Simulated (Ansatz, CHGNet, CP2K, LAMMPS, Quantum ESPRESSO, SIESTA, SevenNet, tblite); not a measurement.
# How far do other methods lie from plane waves? Zn2+ BF4- in dimethoxyethane and tetrahydrofuran at 400 K (85 atoms)

One geometry of Zn2+ BF4- in dimethoxyethane and tetrahydrofuran at 400 K (85 atoms) is solved by several programs and methods. How far do their forces lie from a plane-wave PBE run?

Results are calculated, not measured.

**1. The cell**

The cell holds 85 atoms (20 C, 8 O, 46 H, 2 B, 8 F and 1 Zn), with edges of 9.81, 9.81 and 9.81 Å. Recipe: 3 dimethoxyethane, 2 tetrahydrofuran, 1 Zn2+, 2 BF4- placed at random, at 1.15 g/cm³; overlaps pushed apart, then 10 ps at 550 K with stiff harmonic cages for PF6 and BF4 with UFF radii; divalent ions of Li, Roberts, Chakravorty and Merz (J. Chem. Theory Comput. 9, 2733 (2013)); MMFF94 bonds, angles, torsions, charges and radii (Halgren, J. Comput. Chem. 17, 490 (1996)) in harmonic and 12-6 forms; charges of ions scaled by 0.8. Snapshot after 30 ps at 400 K and fixed volume. The density is 1.15 g/cm³.

**2. The reference input**

Quantum ESPRESSO 7.5: Kohn-Sham DFT, PBE, SSSP efficiency 1.3.0 pseudopotentials, plane waves. Its input, pw.in:

```
&control
  calculation = 'scf'
  pseudo_dir = './pseudo'
  outdir = './tmp'
  disk_io = 'none'
  tprnfor = .true.
  tstress = .true.
/
&system
  ibrav = 0
  nat = 85
  ntyp = 6
  ecutwfc = 60
  ecutrho = 480
  nosym = .true.
  occupations = 'smearing'
  smearing = 'fd'
  degauss = 0.003675
/
&electrons
  conv_thr = 4.3e-07
  electron_maxstep = 100
  mixing_beta = 0.4
  mixing_mode = 'plain'
  diagonalization = 'david'
/
ATOMIC_SPECIES
C 12.011 C.upf
O 15.999 O.upf
H 1.008 H.upf
B 10.810 B.upf
F 18.998 F.upf
Zn 65.380 Zn.upf
CELL_PARAMETERS angstrom
9.80591 0.00000 0.00000
0.00000 9.80591 0.00000
0.00000 0.00000 9.80591
ATOMIC_POSITIONS crystal
C 0.49430 0.67028 0.91503
O 0.58372 0.77174 0.96257
C 0.50089 0.88437 0.02352
C 0.57155 0.00591 0.98123
[... 79 atom lines left out ...]
F 0.95569 0.53552 0.79706
Zn 0.78137 0.81120 0.96366
K_POINTS gamma
```

```console
$ OMP_NUM_THREADS=1 mpirun -np 2 pw.x -in pw.in > output.txt
```

The job ended after 92 s (2 MPI ranks of Arm Neoverse V2, shared host; peak memory 2.3 GiB; 3.1 min of CPU time).

It converged with an r.m.s. force component of 1.1 eV/Å and a pressure of 5.7 GPa.

Its highest filled and lowest empty levels lie 3.95 eV apart on its k-points.

**3. What was run beside it**

- CHGNet: machine-learned potential, published weights.
- CP2K 2026.2: Gaussian basis with GTH pseudopotentials and a plane-wave density; labels give functional, basis (MOLOPT sets; SR short-range, UZH the newer set with its own potentials), grid cutoff/relative cutoff and solver (OT: orbital transformation; TRS4, TC2, SIGN: linear-scaling purification with its sparsity filter), or its built-in tight binding.
- SIESTA 5.4.2: numerical atomic orbitals, whose automatically made sets are far from complete, with PseudoDojo norm-conserving potentials that we converted to its format (checked against plane waves on the same files for H, C, O, Si, Ge and Ca alone); labels give functional, basis size, energy shift and mesh cutoff.
- SevenNet: machine-learned potential, published weights.
- tblite 0.8.0: extended tight binding, driven from Python.

All use the same cell and atoms, and the electronic-structure runs the same k-mesh.

**4. All runs compared**

Differences are against the reference: forces as r.m.s. over components, share as that over the reference's r.m.s. force, slope as the fitted ratio of a run's forces to the reference's.

```tsv
run	Δ force, r.m.s. (meV/Å)	share (%)	slope	Δ pressure (GPa)	Δ gap (eV)	cores	CPU time	memory (GiB)
reference	-	-	-	-	-	2	3.1 min	2.3
CHGNet 0.3.0 potential	212	20.2	0.927	-0.866	-	1	3.3 s	1.5
CP2K PBE, DZVP-MOLOPT-SR, 280/50 Ry, OT DIIS (coarse)	234	22.2	1.038	0.720	0.504	2	5 min	0.63
SIESTA PBE, DZP, shift 0.01 Ry, mesh 500 Ry	338	32.1	1.071	1.70	0.298	2	3 min	1.7
SIESTA RPBE, PBE potentials, DZP, shift 0.01 Ry, mesh 500 Ry	291	27.7	1.088	2.57	0.420	2	3 min	1.7
SevenNet 0 potential	236	22.4	1.004	0.579	-	1	6.5 s	1.0
SevenNet l3i5 potential	142	13.5	0.966	-0.283	-	1	8.4 s	1.7
tblite GFN1-xTB	391	37.1	0.835	-3.35	-	1	2.1 s	0.16
```

Rows marked coarse were listed beforehand as settings not expected to be converged; some can still land near the reference.

Times of the machine-learned potentials are mostly Python's start and the loading of weights.

Runs without a result: CP2K PBE0 with truncated exchange and ADMM, PBE0 potentials, DZVP-UZH, 800/50 Ry, OT DIIS (cut off at its time limit).

CPU time is summed over cores on shared hosts, so it is rough.

**5. Findings**

Forces lie from 14 % (SevenNet l3i5 potential) to 37 % (tblite GFN1-xTB) of the reference's r.m.s. force of 1.1 eV/Å away from it. The PBE run in local orbitals, coarse settings apart, differs by 32 % (SIESTA PBE, DZP, shift 0.01 Ry, mesh 500 Ry); basis, grid and potentials can all enter. Tight binding differs by 37 % (tblite GFN1-xTB); it is another model, with fitted parameters of its own, and the xTB methods hold dispersion. Machine-learned potentials differ by 14 % (SevenNet l3i5 potential) to 22 % (SevenNet 0 potential); they were trained on other programs' data.

Rows with another functional or a dispersion term differ by 28 % (SIESTA RPBE, PBE potentials, DZP, shift 0.01 Ry, mesh 500 Ry), which mixes the change of model with differences of basis and potentials, some of them made for another functional. Runs with settings chosen to be coarse differ by 22 % (CP2K PBE, DZVP-MOLOPT-SR, 280/50 Ry, OT DIIS), their programs' other errors included. Pressures at PBE, coarse settings apart, lie +1.70 GPa from the reference's. Gaps at PBE, coarse settings apart, lie +0.30 eV from the reference's.

Caveats: Periodic xTB results under one method name differ between programs and library versions. With short bonds to hydrogen, sets of potentials differ among themselves by several per cent in forces even at converged cutoffs, so the reference isn't exact here either. The potentials hold different valence shells: 256 electrons in the reference, 248 in CP2K with DZVP-MOLOPT-SR; this bears on time and differences. The reference's pressure holds the uncorrected Pulay stress of its 60 Ry basis, so small pressure differences may be the reference's own error. Machine-learned potentials mimic data converged in k, so the reference's own k-point error enters their differences. The network of contacts between molecules at the start is that of the classical potential that made the cell, and needn't be the one that DFT or experiment would give. The reference's PBE has no dispersion term, which matters for the binding between molecules or layers. The density was typed from a rule of thumb and may lie off the real one at this temperature. The electronic-structure runs sample only Γ, in a cell whose shortest periodic width is 10 Å. Where levels are smeared, the DFT runs use Fermi–Dirac occupations at 580 K (0.05 eV), and energies are free energies. The reference's cutoffs and mesh weren't converged further here.

[Logs are printed without paths, hosts, clocks, repeated set-up lines and the standing remarks that a program may print on its own settings, such as how far it seeks lower states.]

[Hosts, paths, dates, database ids (printed as entryN), source tags and the programs' standing remarks are cut or masked in the printed files.]

[Cells were taken only where this reference lay near another plane-wave run.]

[The MMFF94 radii named for the starting cell were scaled by 0.96; in molecules described by MMFF94, hydrogen bound to N, O or S took a small fixed 12-6 site in their place.]
